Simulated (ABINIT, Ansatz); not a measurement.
# WS2 (Tungstenite): one start, several treatments of the self-energy, part 2 of 2

Wanted: the gap of WS2 (Tungstenite) under several approximations, with cost.

ABINIT 10.8.3; PBE and many-body steps on it, plane waves. Known limits of the many-body steps: not at the basis limit; no spin-orbit coupling; coarse k mesh.

So far. Step 4 (G0W0, Godby-Needs plasmon pole): The gap on the mesh goes from 1.17 eV to 1.88 eV, a correction of +0.71 eV. Step 5 (G0W0, Hybertsen-Louie plasmon pole): Against G0W0 in ABINIT (3×3×1 mesh, 127 bands, screening to 114.3 eV, Godby-Needs plasmon pole), the gap moves by +0.080 eV.

The database entry behind the starting cell differs from later determinations by our own check (an axis about 1.4 % long against later determinations), so it need not match the best structure at ambient conditions.

### Step 6. G0W0, von der Linden-Horsch plasmon pole

Level of this step: G0W0 on PBE, plane waves, norm-conserving pseudopotentials (ABINIT).

run.abi reads:

```
acell 3*1.0 Angstrom
rprim 
  3.179999999980 0.000000000005 0.000000000000
  -1.589999999994 2.753960784015 0.000000000000
  0.000000000000 0.000000000000 12.500000000000
ntypat 2
znucl 74 16
natom 6
typat 1 1 2 2 2 2
xred 
  0.333333333333 0.666666666667 0.250000000000
  0.666666666667 0.333333333333 0.750000000000
  0.333333333333 0.666666666667 0.625000000000
  0.666666666667 0.333333333333 0.125000000000
  0.333333333333 0.666666666667 0.875000000000
  0.666666666667 0.333333333333 0.375000000000
pp_dirpath "pseudos"
pseudos "W.upf, S.upf"
ecut 31
ngkpt 3 3 1
nshiftk 1
shiftk 0 0 0
kptopt 1
chksymbreak 0
istwfk *1
occopt 1
irdwfk 1
optdriver 4
nband 127
gwcalctyp 0
ecutsigx 31
symsigma 1
nkptgw 2
kptgw 
  0.0000000000 0.0000000000 0.0000000000
  0.3333333333 0.3333333333 0.0000000000
bdgw 
  25 28
  25 28
ecuteps 4.2
irdscr 1
ppmodel 3
indata_prefix "in"
outdata_prefix "out"
tmpdata_prefix "tmp"
```

Started as:

```sh
> OMP_NUM_THREADS=1 mpirun -n 4 abinit run.abi > log
```

Numbers of over 12 decimals in the logs are rounded to 6 here.

Output:

```text
.Version 10.8.3 of ABINIT. v10.8.2 released Aug 2026.

 Symmetries : space group P6_3/m m c (#194); Bravais hP (primitive hexag.)
[... echo of the input left out ...]
== DATASET  1 ==================================================================
-   mpi_nproc: 4, omp_nthreads: 1 (-1 if OMP is not activated)

--- !DatasetInfo
iteration_state: {dtset: 1, }
dimensions: {natom: 6, nkpt: 3, mband: 127, nsppol: 1, nspinor: 1, nspden: 1, mpw: 6137, }
cutoff_energies: {ecut:  31.0, pawecutdg:  -1.0, }
[...]
Band     E0 <VxcDFT>   SigX SigC(E0)      Z dSigC/dE  Sig(E)    E-E0       E
[...]
27  10.247 -16.292 -11.224  -3.855   0.824  -0.213 -15.292   1.000  11.247
       28  10.247 -16.292 -11.224  -3.855   0.824  -0.213 -15.292   1.000  11.247

== END DATASET(S) ==============================================================
================================================================================

 -outvars: echo values of variables after computation  --------
           etotal      0.0000000000E+00
            nband         127
             nkpt           3
          spgroup         194
 [... the other variables as echoed above ...]

 Calculation completed.
```

Elapsed: 5 s, on 4 MPI ranks of Arm Neoverse V2, shared host; peak memory 0.59 GiB.

Numbers from this step:

* G0W0 gap on the points computed: 1.984 eV
* starting gap on the mesh: 1.175 eV
* k of the valence top: 0, 0, 0
* k of the conduction bottom: 0.3333, 0.3333, 0
* least direct G0W0 gap on the computed points: 2.585 eV

Against G0W0 in ABINIT (3×3×1 mesh, 127 bands, screening to 114.3 eV, Godby-Needs plasmon pole), the gap moves by +0.101 eV.

### Step 7. One-shot Hartree-Fock

This step: one-shot Hartree-Fock on PBE, plane waves, norm-conserving pseudopotentials.

Changes to run.abi since step 6:

```diff
@@ -28,4 +28,4 @@
 optdriver 4
-nband 127
-gwcalctyp 0
+nband 30
+gwcalctyp 5
 ecutsigx 31
@@ -39,5 +39,4 @@
   25 28
-ecuteps 4.2
-irdscr 1
-ppmodel 3
+ixc_sigma 40
+fftgw 31
 indata_prefix "in"
```

Output:

```text
.Version 10.8.3 of ABINIT. v10.8.2 released Aug 2026.

 Symmetries : space group P6_3/m m c (#194); Bravais hP (primitive hexag.)
[... echo of the input left out ...]
== DATASET  1 ==================================================================
-   mpi_nproc: 4, omp_nthreads: 1 (-1 if OMP is not activated)

--- !DatasetInfo
iteration_state: {dtset: 1, }
dimensions: {natom: 6, nkpt: 3, mband: 30, nsppol: 1, nspinor: 1, nspden: 1, mpw: 6137, }
cutoff_energies: {ecut:  31.0, pawecutdg:  -1.0, }
[...]
Band     E0 <VxcDFT>   SigX SigC(E0)      Z dSigC/dE  Sig(E)    E-E0       E
[...]
27  10.247 -16.292 -11.224   0.000   1.000   0.000 -11.224   5.069  15.315
       28  10.247 -16.292 -11.224   0.000   1.000   0.000 -11.224   5.069  15.315

== END DATASET(S) ==============================================================
================================================================================

 -outvars: echo values of variables after computation  --------
           etotal      0.0000000000E+00
            nband          30
             nkpt           3
          spgroup         194
 [... the other variables as echoed above ...]

 Calculation completed.
```

Run time: 3.6 s. Hardware: 4 MPI ranks; peak memory 0.56 GiB; 14 s of CPU time.

This step gave:

```yaml
quasiparticle_gap_on_the_points_computed: 7.089 eV
starting_gap_on_the_mesh: 1.175 eV
k_of_the_valence_top: 0, 0, 0
k_of_the_conduction_bottom: 0.3333, 0.3333, 0
least_direct_quasiparticle_gap_on_the_computed_points: 7.978 eV
```

Against G0W0 in ABINIT (3×3×1 mesh, 127 bands, screening to 114.3 eV, Godby-Needs plasmon pole), the gap moves by +5.206 eV.

### Step 8. Side by side

Times are wall times on 4 MPI ranks of Arm Neoverse V2, shared host, good to a factor of about two. A run's time includes the screening step that it read.

| run | mesh | bands | screening cutoff (eV) | DFT gap (eV) | gap on the mesh (eV) | direct (eV) | ε∞ used | time |
| --- | --- | --- | --- | --- | --- | --- | --- | --- |
| G0W0, Godby-Needs plasmon pole | 3×3×1 | 127 | 114.3 | 1.175 | 1.883 | 2.477 | 18.08 | 29 s |
| G0W0, Hybertsen-Louie plasmon pole | 3×3×1 | 127 | 114.3 | 1.175 | 1.963 | 2.566 | 18.08 | 28 s |
| G0W0, von der Linden-Horsch plasmon pole | 3×3×1 | 127 | 114.3 | 1.175 | 1.984 | 2.585 | 18.08 | 27 s |
| one-shot Hartree-Fock | 3×3×1 | - | - | 1.175 | 7.089 | 7.978 | - | 3.6 s |

### Step 9. Outcome

```yaml
g0w0_godby_needs_plasmon_pole: 1.883 eV
g0w0_hybertsen_louie_plasmon_pole: 1.963 eV
g0w0_von_der_linden_horsch_plasmon_pole: 1.984 eV
one_shot_hartree_fock: 7.089 eV
known_limits: not at the basis limit; no spin-orbit coupling; coarse k mesh
```

**Reading.** G0W0, Hybertsen-Louie plasmon pole: +0.080 eV against G0W0, Godby-Needs plasmon pole. G0W0, von der Linden-Horsch plasmon pole: +0.101 eV against G0W0, Godby-Needs plasmon pole. One-shot Hartree-Fock: +5.206 eV against G0W0, Godby-Needs plasmon pole. Bare exchange alone opens the gap to 7.09 eV; against G0W0, correlation takes back 5.21 eV. Bands and cutoff are finite, so the gap is not at the basis limit. The miss can reach some tenths of an eV and take either sign; the mesh is an error of its own. In the first G0W0 run levels were corrected at 2 k points alone, so a gap called «on the mesh» is the least over those, and an edge elsewhere would be missed. A denser mesh or path gives a starting gap of 1.05 eV: the GW mesh misses a band edge, so its gaps are not the fundamental one. The 3×3×1 mesh is coarse for this cell, which bears on the long-range parts of exchange and screening. The many-body steps are scalar-relativistic: spin-orbit coupling is not in them.

[Paths, hosts, dates, memory and timing lines, banners, echoed tables and standing remarks are left out of the program output.]

[Logs are printed without paths, hosts, clocks, repeated set-up lines and the standing remarks that a program may print on its own settings, such as how far it seeks lower states.]

[Runs of the session that timed out or met a known fault of the program may be left out.]

[No measured gap is set beside runs whose start may be inverted or whose files or cutoffs have a known fault.]

[Hosts, paths, dates, database ids (printed as entryN), source tags and the programs' standing remarks are cut or masked in the printed files.]

[G0W0 gaps are taken among the corrected bands and points alone; a level outside them can change the order at an edge.]

[Where Ansatz stands beside ABINIT at settings called matched, ABINIT's density can come from a denser mesh and the files from another edition; pairs whose starting gaps differed by over 0.03 eV were left out, so agreement reads better than it is.]
